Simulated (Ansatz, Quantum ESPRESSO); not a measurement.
# SmAl (Pm-3m): electron-phonon coupling

Wanted: the coupling constant λ of SmAl (Pm-3m) at ambient pressure.

Calculated with Quantum ESPRESSO 7.5; DFT PBEsol, scalar-relativistic, plane waves, PseudoDojo norm-conserving, 4f in core pseudopotentials.

This is a report of a sequence of runs, with most program output left out.

## Step 1: Set-up

It takes space group Pm-3m (No. 221, cubic). The conventional cell has a = 3.671 Å, b = 3.671 Å, c = 3.671 Å, α = 90.00°, β = 90.00°, γ = 90.00°. Nearest to Sm lie 8 Al at 3.18 Å. Al has 8 Sm at 3.18 Å nearest. Farther neighbours are not listed.

Coordinates:

```cif
data_structure
_symmetry_space_group_name_H-M 'P 1'
_symmetry_Int_Tables_number 1
_cell_length_a 3.6711
_cell_length_b 3.6711
_cell_length_c 3.6711
_cell_angle_alpha 90.000
_cell_angle_beta 90.000
_cell_angle_gamma 90.000
_cell_volume 49.48
loop_
_atom_site_label
_atom_site_type_symbol
_atom_site_fract_x
_atom_site_fract_y
_atom_site_fract_z
_atom_site_occupancy
Sm1 Sm 0.50000 0.50000 0.50000 1
Al2 Al 0.00000 0.00000 0.00000 1
```

## Step 2: A first look

A cheap run with smearing and empty bands tells whether the crystal has a gap, which decides between fixed occupations and smearing later on.

File probe.in:

```
&control
   calculation = 'scf'
   prefix = 'x'
   outdir = './tmp'
   pseudo_dir = './pseudo'
   tprnfor = .true.
   tstress = .true.
   verbosity = 'high'
/
&system
   ibrav = 1
   celldm(1) = 6.9373817
   nat = 2
   ntyp = 2
   ecutwfc = 42.0
   input_dft = 'pbesol'
   occupations = 'smearing'
   smearing = 'gaussian'
   degauss = 0.01
/
&electrons
   conv_thr = 1.0d-07
   mixing_beta = 0.7
   electron_maxstep = 100
/
ATOMIC_SPECIES
 Sm    150.3600  Sm.upf
 Al     26.9815  Al.upf
ATOMIC_POSITIONS crystal
 Sm     0.500000000   0.500000000   0.500000000
 Al     0.000000000   0.000000000   0.000000000
K_POINTS automatic
 6 6 6 0 0 0
```

Run with:

```console
$ OMP_NUM_THREADS=1 mpirun -n 4 pw.x -nk 4 -in probe.in > probe.out
```

Wall time 3.6 s (4 MPI ranks of Arm Neoverse N1, shared host).

This step gave:

```
volume per atom   : 24.74 Å³
pressure          : -2.626 GPa
gap on the k-mesh : 0 eV
```

No gap opens on this mesh, so smearing is kept; the start stands at -2.6 GPa.

## Step 3: Relaxing the cell and atoms

Frequencies change by per cents with a per cent of volume, so the structure is first brought to rest at this level of theory.

File relax.in:

```
&control
   calculation = 'vc-relax'
   prefix = 'x'
   outdir = './tmp'
   pseudo_dir = './pseudo'
   tprnfor = .true.
   tstress = .true.
   forc_conv_thr = 2.0d-05
   etot_conv_thr = 1.0d-07
   nstep = 40
/
&system
   ibrav = 1
   celldm(1) = 6.9373817
   nat = 2
   ntyp = 2
   ecutwfc = 42.0
   input_dft = 'pbesol'
   occupations = 'smearing'
   smearing = 'gaussian'
   degauss = 0.02
/
&electrons
   conv_thr = 1.0d-11
   mixing_beta = 0.7
   electron_maxstep = 100
/
&ions
/
&cell
   press_conv_thr = 0.1
/
ATOMIC_SPECIES
 Sm    150.3600  Sm.upf
 Al     26.9815  Al.upf
ATOMIC_POSITIONS crystal
 Sm     0.500000000   0.500000000   0.500000000
 Al     0.000000000   0.000000000   0.000000000
K_POINTS automatic
 8 8 8 0 0 0
```

Run with:

```console
$ OMP_NUM_THREADS=1 mpirun -n 4 pw.x -nk 4 -in relax.in > relax.out
```

It took 25 s on 4 MPI ranks.

The steps of the relaxation:

| step | energy less that of the first step (eV) | largest force (eV/Å) | pressure (GPa) | volume (Å³) |
| --- | --- | --- | --- | --- |
| 1 | 0.0000 | 0.0000 | -2.59 | 49.48 |
| 2 | -0.0090 | 0.0000 | -1.81 | 48.82 |
| 3 | -0.0161 | 0.0000 | -0.55 | 47.86 |
| 4 | -0.0168 | 0.0000 | 0.02 | 47.44 |
| 5 | -0.0168 | 0.0000 | 0.00 | 47.46 |
| 6 | -0.0133 | 0.0000 | -0.12 | 47.46 |

| conventional cell, symmetrised | before | after | change |
| --- | --- | --- | --- |
| a (Å) | 3.671 | 3.620 | -1.4 % |
| b (Å) | 3.671 | 3.620 | -1.4 % |
| c (Å) | 3.671 | 3.620 | -1.4 % |
| volume (Å³/atom) | 24.74 | 23.73 | -4.1 % |

The relaxed structure:

```xyz
2
Lattice="3.6205 0.0000 0.0000 0.0000 3.6205 0.0000 0.0000 0.0000 3.6205" Properties=species:S:1:pos:R:3 pbc="T T T"
Sm    1.8102    1.8102    1.8102
Al    0.0000    0.0000    0.0000
```

The last row of the table of steps is pw.x's closing run on a basis chosen anew for the final cell, so its energy can jump.

Read from the output:

```
volume per atom : 23.73 Å³
pressure        : -0.122 GPa
```

The volume changes by -4.1 % from the cell with which this run began.

## Step 4: Self-consistent run for the response

Perturbation theory inherits every error of the wavefunctions, so the threshold is set near the limit of the arithmetic. Smearing stays on, as the first look found no gap above 0.3 eV.

File scf.in:

```
&control
   calculation = 'scf'
   prefix = 'x'
   outdir = './tmp'
   pseudo_dir = './pseudo'
   tprnfor = .true.
   tstress = .true.
/
&system
   ibrav = 1
   celldm(1) = 6.84175068
   nat = 2
   ntyp = 2
   ecutwfc = 42.0
   input_dft = 'pbesol'
   occupations = 'smearing'
   smearing = 'gaussian'
   degauss = 0.02
/
&electrons
   conv_thr = 1.0d-12
   mixing_beta = 0.7
   electron_maxstep = 100
/
ATOMIC_SPECIES
 Sm    150.3600  Sm.upf
 Al     26.9815  Al.upf
ATOMIC_POSITIONS crystal
 Sm     0.500000000   0.500000000   0.500000000
 Al     0.000000000   0.000000000   0.000000000
K_POINTS automatic
 8 8 8 0 0 0
```

Run with:

```console
$ OMP_NUM_THREADS=1 mpirun -n 4 pw.x -nk 4 -in scf.in > scf.out
```

Wall time 6.3 s (4 MPI ranks); 22 s of CPU time.

This step gave:

| Property | Result |
| --- | --- |
| pressure | -0.121 GPa |

The cell stands at -0.12 GPa, close enough for phonons.

## Step 5: Levels on a dense mesh

The coupling is a sum over pairs of states at the Fermi level and needs a much denser mesh than the density does.

scf_fit.in, as its differences from scf.in of step 4:

```diff
@@ -18,5 +18,6 @@
    degauss = 0.02
+   la2F = .true.
 /
 &electrons
-   conv_thr = 1.0d-12
+   conv_thr = 1.0d-10
    mixing_beta = 0.7
@@ -31,2 +32,2 @@
 K_POINTS automatic
- 8 8 8 0 0 0
+ 16 16 16 0 0 0
```

Run with:

```console
$ OMP_NUM_THREADS=1 mpirun -n 4 pw.x -nk 4 -in scf_fit.in > scf_fit.out
```

The job ended after 17 s (4 MPI ranks).

This step gave:

- pressure: -0.125 GPa

## Step 6: Self-consistent run for the response

The run on the dense mesh left its levels for the electron-phonon sums; ph.x needs the ground state on the coarse mesh, so pw.x runs once more in the same folder.

scf.in is that of step 4.

Run with:

```console
$ OMP_NUM_THREADS=1 mpirun -n 4 pw.x -nk 4 -in scf.in > scf.out
```

It took 5.8 s on 4 MPI ranks; 21 s of CPU time.

Read from the output:

| Property | Result |
| --- | --- |
| pressure | -0.121 GPa |

## Step 7: Linear response on the mesh

Linear response treats each wavevector in the unit cell, with no supercell; the 2×2×2 mesh fixes the range of the force constants to be had. The change of the potential is kept for the electron-phonon matrix elements.

File ph.in:

```
phonons
&inputph
   prefix = 'x'
   outdir = './tmp'
   fildyn = 'x.dyn'
   tr2_ph = 1.0d-18
   alpha_mix(1) = 0.4
   nmix_ph = 8
   ldisp = .true.
   nq1 = 2
   nq2 = 2
   nq3 = 2
   electron_phonon = 'interpolated'
   fildvscf = 'dvscf'
   el_ph_sigma = 0.005
   el_ph_nsigma = 10
/
```

Run with:

```console
$ OMP_NUM_THREADS=1 mpirun -n 4 ph.x -nk 4 -in ph.in > ph.out
```

The job ended after 5.5 min (4 MPI ranks).

Read from the output:

```
largest acoustic frequency at the zone centre before the sum rule  : -4.64 cm⁻¹
highest optical zone-centre mode (no LO-TO term)                   : 217.1 cm⁻¹
lowest optical zone-centre mode                                    : 217.1 cm⁻¹
lowest mode on the q mesh (acoustic ones at the zone centre apart) : 23.12 cm⁻¹
```

Frequencies (cm⁻¹) at each irreducible wavevector; negative means imaginary. Frequencies by wavevector:

| q (fractions) | star | mode 1 | mode 2 | mode 3 | mode 4 | mode 5 | mode 6 |
| --- | --- | --- | --- | --- | --- | --- | --- |
| 0 0 0 | 1 | -4.64 | -4.64 | -4.64 | 217.1 | 217.1 | 217.1 |
| 0 0 -0.5 | 3 | 85.03 | 85.03 | 129.7 | 214.9 | 214.9 | 218.8 |
| 0 -0.5 -0.5 | 3 | 23.12 | 23.12 | 65.6 | 232.2 | 254.9 | 254.9 |
| -0.5 -0.5 -0.5 | 1 | 128.7 | 128.7 | 128.7 | 247.5 | 247.5 | 247.5 |

Couplings of single modes at a Gaussian broadening of 0.02 Ry, as ph.x prints them; it sets λ to zero for modes under 20 cm⁻¹. Mode couplings:

| q (fractions) | mode | frequency (cm⁻¹) | λ | linewidth γ (GHz) |
| --- | --- | --- | --- | --- |
| 0 0 -0.5 | 1 | 85.03 | 0.0852 | 2.35 |
| 0 0 -0.5 | 2 | 85.03 | 0.0852 | 2.35 |
| 0 0 -0.5 | 3 | 129.7 | 0.0951 | 6.1 |
| 0 0 -0.5 | 4 | 214.9 | 0.018 | 3.17 |
| 0 0 -0.5 | 5 | 214.9 | 0.018 | 3.17 |
| 0 0 -0.5 | 6 | 218.8 | 0.0446 | 8.14 |
| 0 -0.5 -0.5 | 1 | 23.12 | 2.063 | 4.21 |
| 0 -0.5 -0.5 | 2 | 23.12 | 2.063 | 4.21 |
| 0 -0.5 -0.5 | 3 | 65.6 | 0.0335 | 0.55 |
| 0 -0.5 -0.5 | 4 | 232.2 | 6.00e-4 | 0.11 |
| 0 -0.5 -0.5 | 5 | 254.9 | 0.0202 | 5 |
| 0 -0.5 -0.5 | 6 | 254.9 | 0.0202 | 5 |
| -0.5 -0.5 -0.5 | 1 | 128.7 | 0.0324 | 2.05 |
| -0.5 -0.5 -0.5 | 2 | 128.7 | 0.0314 | 1.98 |
| -0.5 -0.5 -0.5 | 3 | 128.7 | 0.0328 | 2.07 |
| -0.5 -0.5 -0.5 | 4 | 247.5 | 0.0339 | 7.91 |
| -0.5 -0.5 -0.5 | 5 | 247.5 | 0.0342 | 7.99 |
| -0.5 -0.5 -0.5 | 6 | 247.5 | 0.034 | 7.94 |

Optical modes; normalised displacements of the dynamical-matrix file. Modes at Γ, with each element's share of the kinetic energy:

| mode | frequency (cm⁻¹) | symmetry | Sm % | Al % |
| --- | --- | --- | --- | --- |
| 1 | 217.1 | T1u | 15 | 85 |
| 2 | 217.1 | T1u | 15 | 85 |
| 3 | 217.1 | T1u | 15 | 85 |

Displacements in mode 2 (217.1 cm⁻¹), the largest set to 1:
```
Sm1  0.00  0.00 -0.18
Al2  0.00  0.00  1.00
```

The acoustic modes at Γ come out as far as 4.6 cm⁻¹ from zero, where they should vanish, a small numerical error.

## Step 8: Fourier transform to real space

The dynamical matrices of the mesh are Fourier-transformed to force constants in real space.

File q2r.in:

```
&input
   fildyn = 'x.dyn'
   zasr = 'crystal'
   flfrc = 'x.fc'
   la2F = .true.
/
```

Run with:

```console
$ q2r.x < q2r.in > q2r.out
```

It took 0.52 s on 1 thread.

## Step 9: Interpolated phonon bands

From the force constants any wavevector is cheap; points of the mesh come back as solved, but for the sum rule and, in polar crystals, the LO-TO term at Γ; the rest is interpolation.

File matdyn.in:

```
&input
   asr = 'crystal'
   flfrc = 'x.fc'
   flfrq = 'x.freq'
   flvec = 'x.modes'
   q_in_band_form = .true.
   q_in_cryst_coord = .true.
/
8
  0.0000000   0.0000000   0.0000000  12  ! GAMMA
  0.0000000   0.5000000   0.0000000  12  ! X
  0.5000000   0.5000000   0.0000000  12  ! M
  0.0000000   0.0000000   0.0000000  12  ! GAMMA
  0.5000000   0.5000000   0.5000000  12  ! R
  0.0000000   0.5000000   0.0000000   1  ! X
  0.5000000   0.5000000   0.5000000  12  ! R
  0.5000000   0.5000000   0.0000000   1  ! M
```

Run with:

```console
$ matdyn.x -in matdyn.in > matdyn.out
```

Wall time 0.51 s (1 thread).

Read from the output:

```yaml
lowest_frequency_on_the_path: 0 cm⁻¹
mean_frequency: 154.5 cm⁻¹
debye_temperature_second_moment: 324 K
logarithmic_mean_frequency: 129.2 cm⁻¹
```

Matdyn.x, sum rule crystal. The phonon branches at the labelled points (cm⁻¹):

| point | branch 1 | branch 2 | branch 3 | branch 4 | branch 5 | branch 6 |
| --- | --- | --- | --- | --- | --- | --- |
| Γ | 0 | 0 | 0 | 217 | 217 | 217 |
| halfway | 60 | 60 | 90 | 216 | 216 | 219 |
| X | 85 | 85 | 130 | 215 | 215 | 219 |
| halfway | 58 | 76 | 84 | 224 | 239 | 239 |
| M | 23 | 23 | 66 | 232 | 255 | 255 |
| halfway | 27 | 69 | 106 | 216 | 220 | 239 |
| Γ | 0 | 0 | 0 | 217 | 217 | 217 |
| halfway | 76 | 76 | 84 | 232 | 234 | 234 |
| R | 129 | 129 | 129 | 248 | 248 | 248 |
| halfway | 56 | 89 | 106 | 229 | 244 | 248 |
| X | 85 | 85 | 130 | 215 | 215 | 219 |
| jump to R | 129 | 129 | 129 | 248 | 248 | 248 |
| halfway | 91 | 91 | 102 | 240 | 252 | 252 |
| M | 23 | 23 | 66 | 232 | 255 | 255 |

Lowest modes at the softest wavevector of the mesh; phase exp(i q.(R + tau)). The modes at q = (0.500, 0.500, 0.000) (shares of kinetic energy by element, %):

| mode | frequency (cm⁻¹) | Sm % | Al % |
| --- | --- | --- | --- |
| 1 | 23.1 | 74 | 26 |
| 2 | 23.1 | 74 | 26 |
| 3 | 65.6 | 100 | 0 |
| 4 | 232.2 | 0 | 100 |
| 5 | 254.9 | 26 | 74 |
| 6 | 254.9 | 26 | 74 |

Displacements in mode 2 (23.1 cm⁻¹), the largest set to 1, in the home cell:
```
Sm1 -0.72  0.00  0.00
Al2  0.00 -1.00  0.00
```

Displacements in mode 6 (254.9 cm⁻¹), the largest set to 1, in the home cell:
```
Sm1 -0.25  0.00  0.00
Al2  0.00  1.00  0.00
```

Force constants by pair (phonopy on the run's constants); pairs near half the supercell's span include their periodic images. Pair force constants, by row:

| atom | neighbour | distance (Å) | third of the trace (eV/Å²) | along the pair's line (eV/Å²) |
| --- | --- | --- | --- | --- |
| Sm1 | itself | 0 | 6.481 | – |
| Sm1 | Al | 3.135 | -0.4954 | -2.148 |
| Sm1 | Sm | 3.62 | -0.8223 | -2.897 |
| Sm1 | Sm | 5.12 | 0.027 | 0.1809 |
| Sm1 | Sm | 6.271 | -0.1323 | -0.1323 |
| Al2 | itself | 0 | 4.86 | – |
| Al2 | Sm | 3.135 | -0.4954 | -2.148 |
| Al2 | Al | 3.62 | -0.3066 | -0.2408 |
| Al2 | Al | 5.12 | 0.0532 | -0.0073 |
| Al2 | Al | 6.271 | -0.1372 | -0.1372 |

Harmonic mean-square displacement, third of the trace. Mean-square displacements:

| T (K) | Sm1 U_eq (Å²) | Al2 U_eq (Å²) |
| --- | --- | --- |
| 0 | 0.00153 | 0.00355 |
| 100 | 0.00401 | 0.00616 |
| 300 | 0.01134 | 0.01507 |
| 600 | 0.02255 | 0.02941 |

Mode patterns, pair constants, displacements and means over the zone were worked out by phonopy from the force constants of q2r.x.

All branches are real along the path.

## Step 10: Density of states

Sums over the zone need many more wavevectors than were solved, so the interpolation is sampled on a dense mesh.

File matdyn.in:

```
&input
   asr = 'crystal'
   flfrc = 'x.fc'
   dos = .true.
   fldos = 'x.dos'
   nk1 = 12
   nk2 = 12
   nk3 = 12
   deltaE = 1.0
   la2F = .true.
/
```

Run with:

```console
$ matdyn.x -in matdyn.in > matdyn.out
```

It took 11 s on 1 thread.

Numbers from this step:

```
share of modes beyond 3i cm⁻¹ on the dense interpolated mesh : 0
zero-point energy per atom                                   : 28.77 meV
heat capacity at 300 K                                       : 23.57 J/(mol atoms K)
vibrational entropy at 300 K                                 : 37.49 J/(mol atoms K)
```

The phonon density of states has structure finer than the step of the table below, so its rows give means over 10 cm⁻¹, whole bins alone (the curve runs from 0 to 255 cm⁻¹). Peaks (cm⁻¹: height): total 51.0: 0.0436, 73.0: 0.0524, 97.0: 0.0585, 218.0: 0.0862, 251.0: 0.116; Al 218.0: 0.0814, 251.0: 0.0973; Sm 51.0: 0.0369, 73.0: 0.0484, 97.0: 0.0544, 251.0: 0.0183.

Tetrahedra. Table of phonon density of states by wavenumber; means over each step; values in 1/cm⁻¹/cell:

| wavenumber (cm⁻¹) | total | Al | Sm |
| --- | --- | --- | --- |
| 10 | 2.6e-4 | 4.0e-5 | 2.2e-4 |
| 20 | 0.00163 | 2.5e-4 | 0.00138 |
| 30 | 0.00936 | 0.00174 | 0.00762 |
| 40 | 0.0210 | 0.00395 | 0.0170 |
| 50 | 0.0347 | 0.00553 | 0.0292 |
| 60 | 0.0288 | 0.00399 | 0.0248 |
| 70 | 0.0424 | 0.00395 | 0.0385 |
| 80 | 0.0463 | 0.00357 | 0.0428 |
| 90 | 0.0381 | 0.00331 | 0.0347 |
| 100 | 0.0463 | 0.00293 | 0.0434 |
| 110 | 0.0213 | 0.00108 | 0.0202 |
| 120 | 0.00912 | 2.9e-4 | 0.00883 |
| 130 | 5.0e-4 | 5.0e-6 | 4.9e-4 |
| 140 | 0 | 0 | 0 |
| 150 | 0 | 0 | 0 |
| 160 | 0 | 0 | 0 |
| 170 | 0 | 0 | 0 |
| 180 | 0 | 0 | 0 |
| 190 | 0 | 0 | 0 |
| 200 | 0 | 0 | 0 |
| 210 | 0.0171 | 0.0166 | 5.1e-4 |
| 220 | 0.0760 | 0.0720 | 0.00400 |
| 230 | 0.0773 | 0.0714 | 0.00597 |
| 240 | 0.0652 | 0.0560 | 0.00919 |
| 250 | 0.0657 | 0.0545 | 0.0111 |

(Continued in part 2 of 2.)

[Host names and launcher messages were left out of these logs when they were recorded.]

[Logs are printed without paths, hosts, clocks, repeated set-up lines and the standing remarks that a program may print on its own settings, such as how far it seeks lower states.]

[Hosts, paths, dates, database ids (printed as entryN), source tags and the programs' standing remarks are cut or masked in the printed files.]
